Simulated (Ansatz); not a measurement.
# VSe2 monolayer (2H): from the cell to its phonons

Task: relax VSe2 monolayer (2H), then find its harmonic phonons.

Main program and level: Ansatz 0.2.0; DFT LDA, scalar-relativistic, plane waves, PAW.

Report form: the programs' logs are mostly left out.

## 1. The starting structure

The cell holds 3 atoms: 1 V and 2 Se. Its edges and angles: a = 3.300 Å, b = 3.300 Å, c = 20.000 Å, α = 90.0°, β = 90.0°, γ = 120.0°. Vacuum lies along c.

## 2. Coarse relaxation

The start is far from rest, so a relaxation with loose tolerances brings it close first.

The program solves this slab on a cell height of its own, 30.5 Å, in place of the one typed.

File input.yaml:

```yaml
crystal:
  lattice:
    - [3.3, 0.0, 0.0]
    - [-1.65, 2.85788, 0.0]
    - [0.0, 0.0, 20.0]
  atoms:
    - { symbol: V, position: [0.333333, 0.666667, 0.5], spin: 0.84 }
    - { symbol: Se, position: [0.666667, 0.333333, 0.58325] }
    - { symbol: Se, position: [0.666667, 0.333333, 0.41675] }
  periodic: [true, true, false]
kpoints:
  mp_grid: { grid: [9, 9, 1] }
hamiltonian:
  xc: lda
scf:
  occupations: { method: gaussian, width: 0.1 }
output:
  forces: true
  stress: true
  eigenvalues: true
  populations: true
magnetization:
  spin_polarized: true
relax:
  adjacent_minimum: "off"
  f_tol: 0.05
  max_steps: 80
  cell: { stress_2d_tol: 0.02 }
```

The run is started by

```bash
$ ansatz run input.yaml --threads 8 --pin off --max-ram 14336MiB --backend cpu --events-out ev --progress --plain --runs-dir out
```

It took 27 s on 8 threads of AMD EPYC 9R45, shared host; peak memory 0.89 GiB; 72 s of CPU time.

Relaxation path:

```
step  energy less that of the first step (eV)  largest force component (eV/Å)  volume (Å³)
   1                                   0.0000                          1.3330       287.27
   2                                  -0.0960                          1.0267       284.09
   3                                  -0.1750                          0.1094       277.82
   4                                  -0.1774                          0.0127       275.57
   5                                  -0.1775                          0.0005       275.18
  6*                                  -0.1769                          0.0006       275.18
```

Relaxation steps marked * repeat the geometry before them on a plane-wave basis chosen anew for their cell, so energy and pressure can jump there.

Forces are held to the 12 operations that the run works with; a distortion that breaks them can't arise in this run.

```
cell as run  before  after  change
      a (Å)   3.300  3.230  -2.1 %
      b (Å)   3.300  3.230  -2.1 %
```

The atoms that moved most (Å, along periodic axes as changes of fractional coordinates times the final cell, across vacuum about the mean position):

```
atom     dx     dy      dz  length
 Se3  0.000  0.000   0.083   0.083
 Se2  0.000  0.000  -0.083   0.083
```

The relaxed structure:

```cif
data_structure
_symmetry_space_group_name_H-M 'P 1'
_symmetry_Int_Tables_number 1
_cell_length_a 3.2298
_cell_length_b 3.2298
_cell_length_c 30.4600
_cell_angle_alpha 90.000
_cell_angle_beta 90.000
_cell_angle_gamma 120.000
_cell_volume 275.18
loop_
_atom_site_label
_atom_site_type_symbol
_atom_site_fract_x
_atom_site_fract_y
_atom_site_fract_z
_atom_site_occupancy
V1 V 0.33333 0.66667 0.32830 1
Se2 Se 0.66667 0.33333 0.38023 1
Se3 Se 0.66667 0.33333 0.27637 1
```

Numbers from this step:

```
magnetization          : 0.6871 μB
absolute magnetization : 0.7605 μB
site moments           : 0.5659, -0.008305, -0.008305 μB
gap on the k-mesh      : 0 eV
area per atom          : 3.011 Å²
```

The relaxation ends with a largest force component of 6.3e-4 eV/Å.

## 3. Bringing the structure to rest

Harmonic phonons are second derivatives at a point where the forces vanish, and they are wanted at zero stress, so atoms and cell are relaxed first.

input.yaml, the sections that differ from step 2:

```yaml
crystal:
  lattice:
    - [3.2298342882, 0.0, 0.0]
    - [-1.6149171441, 2.7971185436, 0.0]
    - [0.0, 0.0, 30.46]
  atoms:
    - { symbol: V, position: [0.3333333333, 0.6666666667, 0.3282994091], spin: 0.62 }
    - { symbol: Se, position: [0.6666666667, 0.3333333333, 0.3802274169] }
    - { symbol: Se, position: [0.6666666667, 0.3333333333, 0.2763714012] }
  periodic: [true, true, false]
kpoints:
  mp_grid: { grid: [15, 15, 1] }
relax:
  adjacent_minimum: "off"
  f_tol: 0.005
  max_steps: 80
  cell: { stress_2d_tol: 0.02 }
# hamiltonian, scf, output, magnetization: as in step 2
```

Run time: 33 s. Hardware: 8 threads; peak memory 1 GiB; 87 s of CPU time.

Little changed from the start: no atom moved by 0.005 Å and no cell edge by 0.1 %.

This step gave:

| Item | Value |
| --- | --- |
| magnetization | 0.7184 μB |
| absolute magnetization | 0.7916 μB |
| site moments | 0.5864, -0.007895, -0.007895 μB |
| area per atom | 3.013 Å² |

## 4. Tight relaxation

Phonons need a cell at rest on their own settings, so the relaxation is repeated with tight tolerances on forces and stress, using the mesh and the filling of the phonon run that follows.

File input.yaml:

```yaml
crystal:
  lattice:
    - [3.2309159092, 0.0, 0.0]
    - [-1.6154579546, 2.7980552549, 0.0]
    - [0.0, 0.0, 30.46]
  atoms:
    - { symbol: V, position: [0.3333333333, 0.6666666667, 0.3282994091], spin: 0.65 }
    - { symbol: Se, position: [0.6666666667, 0.3333333333, 0.3802210396] }
    - { symbol: Se, position: [0.6666666667, 0.3333333333, 0.2763777786] }
  periodic: [true, true, false]
kpoints:
  mp_grid: { grid: [18, 18, 1] }
hamiltonian:
  xc: lda
scf:
  occupations: { method: gaussian, width: 0.15 }
output:
  forces: true
  stress: true
  eigenvalues: true
  populations: true
  write_density: true
  write_potential: true
  elf: true
  volumetric_format: npy
magnetization:
  spin_polarized: true
relax:
  adjacent_minimum: "off"
  f_tol: 0.001
  max_steps: 60
  cell: { stress_2d_tol: 0.002 }
```

The job ended after 75 s (8 threads; peak memory 1.1 GiB; 3 min of CPU time).

Little changed from the start: no atom moved by 0.005 Å and no cell edge by 0.1 %.

This step gave:

| Item | Value |
| --- | --- |
| magnetization | 0.5779 μB |
| absolute magnetization | 0.6385 μB |
| site moments | 0.4737, -0.006653, -0.006653 μB |

Spin density in the ac plane at fractional y = 0.333, with atoms of Se within 0.2 Å of it.

Ten even steps from '_' (-0.40 × 1e-2 e/Å³) to '@' (2.19 × 1e-2 e/Å³), each cell a mean:
```
..................................
..................................
..................................
..................................
..................................
..................................
..................................
..................................
..................................
..................................
..................................
..................................
..................................
..................................
....................::----::......
++**##%%##**++--::__________..::--
**%%@@@@@@##**==::..________..--==
..............____..::----::..____
....................::::::........
..................................
..................................
..................................
..................................
..................................
```
Columns run along a (3.2 Å), rows up along c (30.5 Å). Atoms in or near the plane, at fractional coordinates: Se at (0.67, 0.38), Se at (0.67, 0.28).

Electrostatic potential energy in the ac plane at fractional y = 0.333, with atoms of Se within 0.2 Å of it. With pseudopotentials it is smooth inside the atoms' cores, unlike the true potential.

Ten even steps from '0' (-20 eV) to '9' (0 eV), each cell a mean:
```
99999999999999999
99999999999999999
99999999999999999
99999999999999999
99999999999999999
99999999999999999
99999999999999999
99999999999999999
99999999999999999
99999999999999999
99999999999999999
99999999999999999
99999999999999999
99999999998889999
68888752001221012
55555554333332335
55444555433333345
67888751001221002
99999999988888899
99999999999999999
99999999999999999
99999999999999999
99999999999999999
99999999999999999
```
Columns run along a (3.2 Å; values clipped at the 3rd and 97th percentile), rows up along c (30.5 Å). Atoms in or near the plane, at fractional coordinates: Se at (0.67, 0.38), Se at (0.67, 0.28).

ELF in the ac plane at fractional y = 0.333, with atoms of Se within 0.2 Å of it. It is the smooth field of the valence electrons, not physical close to the nuclei.

Ten even steps from '_' (0.00) to '@' (0.79), each cell a mean:
```
__________________________________
__________________________________
__________________________________
__________________________________
__________________________________
__________________________________
__________________________________
__________________________________
__________________________________
__________________________________
__________________________________
__________________________________
____________________......________
::..______..--++##%%%%@@@@%%%%**==
%%++::..--**%%@@@@%%##****##@@@@@@
==--::..::--++**####********####**
==::::..::--==******************++
%%++::..--**%%@@@@%%**++**##@@@@@@
--..______..==**##%%@@@@@@@@%%##++
__________________..........______
__________________________________
__________________________________
__________________________________
__________________________________
```
Columns run along a (3.2 Å), rows up along c (30.5 Å). Atoms in or near the plane, at fractional coordinates: Se at (0.67, 0.38), Se at (0.67, 0.28).

The largest force component left is 0.078 meV/Å, within the tolerances set.

## 5. Modes at Γ

The zone centre comes first: it holds the modes that light can see, as far as symmetry allows. No field response is asked, since the mesh shows no gap.

input.yaml, the sections that differ from step 4:

```yaml
crystal:
  lattice:
    - [3.2304968808, 0.0, 0.0]
    - [-1.6152484404, 2.7976923656, 0.0]
    - [0.0, 0.0, 30.46]
  atoms:
    - { symbol: V, position: [0.3333333333, 0.6666666667, 0.3282994091], spin: 0.52 }
    - { symbol: Se, position: [0.6666666667, 0.3333333333, 0.3801739302] }
    - { symbol: Se, position: [0.6666666667, 0.3333333333, 0.276424888] }
  periodic: [true, true, false]
output:
  eigenvalues: true
  populations: true
phonons:
  method: dfpt
# kpoints, hamiltonian, scf, magnetization: as in step 4
# relax: removed
```

Wall time 3.2 min (8 threads); peak memory 3.4 GiB; 9.8 min of CPU time.

This step gave:

| Quantity | Value |
| --- | --- |
| sum-rule residual before enforcement | 5.91e-5 eV/Å² |
| point group | -6m2 |
| highest optical mode at the zone centre (no LO-TO term) | 351.4 cm⁻¹ |
| lowest optical zone-centre mode | 125.9 cm⁻¹ |

Patterns of degenerate modes are one choice out of their space. The modes at Γ (shares of kinetic energy by element, %):

```
mode  frequency (cm⁻¹)  symmetry  V %  Se %
   1               0.0  acoustic   24    76
   2               0.0  acoustic   24    76
   3               0.0  acoustic   24    76
   4             125.9       E''    0   100
   5             125.9       E''    0   100
   6             218.5       A1'    0   100
   7             294.5        E'   76    24
   8             294.5        E'   76    24
   9             351.4      A2''   76    24
```

Displacements in mode 5 (125.9 cm⁻¹), the largest set to 1:
```
V1   0.00  0.00  0.00
Se2  0.00  1.00  0.00
Se3  0.00 -1.00  0.00
```

Displacements in mode 9 (351.4 cm⁻¹), the largest set to 1:
```
V1   0.00  0.00  1.00
Se2  0.00  0.00 -0.32
Se3  0.00  0.00 -0.32
```

Before it was imposed, the acoustic sum rule was missed by 5.9e-5 eV/Å². Small misses are needed for a sound result but don't prove that mesh and cutoff are converged. The lowest optical mode is real, 126 cm⁻¹.

## 6. The dispersion

Stability and thermal properties need the whole zone. Linear response on a 2×2×1 q mesh gives force constants as far as a supercell of that size would.

input.yaml, as its differences from that of step 5:

```diff
@@ -23 +23,10 @@
   method: dfpt
+  qmesh: [2, 2, 1]
+  temperatures: { t_max: 1000, t_step: 50 }
+  qpath:
+    path:
+      - [0.0, 0.0, 0.0]
+      - [0.5, 0.0, 0.0]
+      - [0.33333333, 0.33333333, 0.0]
+      - [0.0, 0.0, 0.0]
+    npoints: 10
```

Elapsed: 5.9 min, on 8 threads; peak memory 3.6 GiB; 19 min of CPU time.

This step gave:

```yaml
sum_rule_residual_before_enforcement: 6.63e-5 eV/Å²
lowest_frequency_on_the_path: 0 cm⁻¹
highest_frequency_on_the_path_or_at_a_solved_wavevector: 351.4 cm⁻¹
mean_frequency: 187.6 cm⁻¹
lowest_mode_on_the_q_mesh_acoustic_modes_at_gamma_apart: 114.6 cm⁻¹
edges_of_the_widest_gap_between_branches_on_path_and_mesh: 218.5, 251.5 cm⁻¹
```

Frequencies (cm⁻¹) solved at each irreducible wavevector; negative means imaginary. Frequencies by wavevector, by row:

```
q in reciprocal lattice units  star  mode 1  mode 2  mode 3  mode 4  mode 5  mode 6  mode 7  mode 8  mode 9
                        0 0 0     1       0       0       0   125.9   125.9   218.5   294.5   294.5   351.4
                     0 -0.5 0     3   114.6   115.8   129.7   152.4   182.8   203.6   251.5   286.6   299.4
```

Interpolated from a 2×2×1 q mesh, rough between the solved points. Phonon branches along the path, in cm⁻¹:

```
  point  branch 1  branch 2  branch 3  branch 4  branch 5  branch 6  branch 7  branch 8  branch 9
      Γ         0         0         0       126       126       218       294       294       351
halfway        60        79       115       140       166       197       275       298       321
      M       115       116       130       152       183       204       252       287       299
halfway       113       118       136       166       180       194       257       282       297
      K       112       117       155       173       179       182       261       275       295
halfway        70        94       121       148       170       194       272       297       312
      Γ         0         0         0       126       126       218       294       294       351
```

(Continued in part 2 of 2.)

[Logs are printed without paths, hosts, clocks, repeated set-up lines and the standing remarks that a program may print on its own settings, such as how far it seeks lower states.]

[Hosts, paths, dates, database ids (printed as entryN), source tags and the programs' standing remarks are cut or masked in the printed files.]
